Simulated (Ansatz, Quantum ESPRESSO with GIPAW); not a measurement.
# From a field gradient to a quadrupolar line: 35Cl in CH9ClN6

A plane-wave PAW calculation (PBEsol, Ansatz) gives this electric field gradient, in 10²¹ V/m² and Cartesian axes, at one Cl site of CH9ClN6 (atom 1; accepts 3 H bonds; site symmetry -6):

```
     -0.2401        0.0000        0.0000
      0.0000       -0.2401        0.0000
      0.0000        0.0000        0.4801
```

35Cl has spin 3/2, Q = -0.08112 barn and |γ|/2π = 4.1765 MHz/T. The cell is the P6_3/m form of a database entry, atoms relaxed, static and at 0 K. The PAW files were made for PBE.

**Task.** Find C_Q, η_Q and ν_Q, and the shift and width of the central transition under fast MAS at 11.7 T and 16.4 T.

1. The tensor is symmetric and traceless. Its eigenvalues, ordered by size, are V_xx = -0.2401, V_yy = -0.2401 and V_zz = 0.4801.

2. η_Q = (V_xx − V_yy)/V_zz = 0.000.

3. C_Q = eQV_zz/h. One unit of 10²¹ V/m² with one barn gives 24.18 MHz, so C_Q = 24.18 × −0.08112 × 0.4801 = -0.942 MHz. A spectrum shows its size, not its sign.

4. ν_Q = 3C_Q/[2I(2I−1)] = 0.471 MHz in size, and P_Q = |C_Q|√(1 + η²/3) = 0.942 MHz.

5. The resonances lie at ν0 = 48.87 and 68.50 MHz, so ν_Q/ν0 is 0.010 at most and second order holds. The centre of gravity moves by δ_Q = −(3/40)(P_Q/ν0)² F × 10⁶ ppm, with F = [I(I+1) − 3/4]/[I²(2I−1)²] = 0.3333: -9.28 ppm at 11.7 T and -4.73 ppm at 16.4 T.

6. Summing the second-order term over orientations gives a full width of 19.9 ppm (0.97 kHz) and 10.1 ppm (0.69 kHz). In ppm both fall as 1/B²: (11.7/16.4)² = 0.509. The spinning rate must pass the static width for this shape to show cleanly.

[Banner, clock, file and message-heading lines were taken out of the pw.x and gipaw.x logs.]

[Logs are printed without paths, hosts, clocks, repeated set-up lines and the standing remarks that a program may print on its own settings, such as how far it seeks lower states.]

[Hosts, paths, dates, database ids (printed as entryN), source tags and the programs' standing remarks are cut or masked in the printed files.]
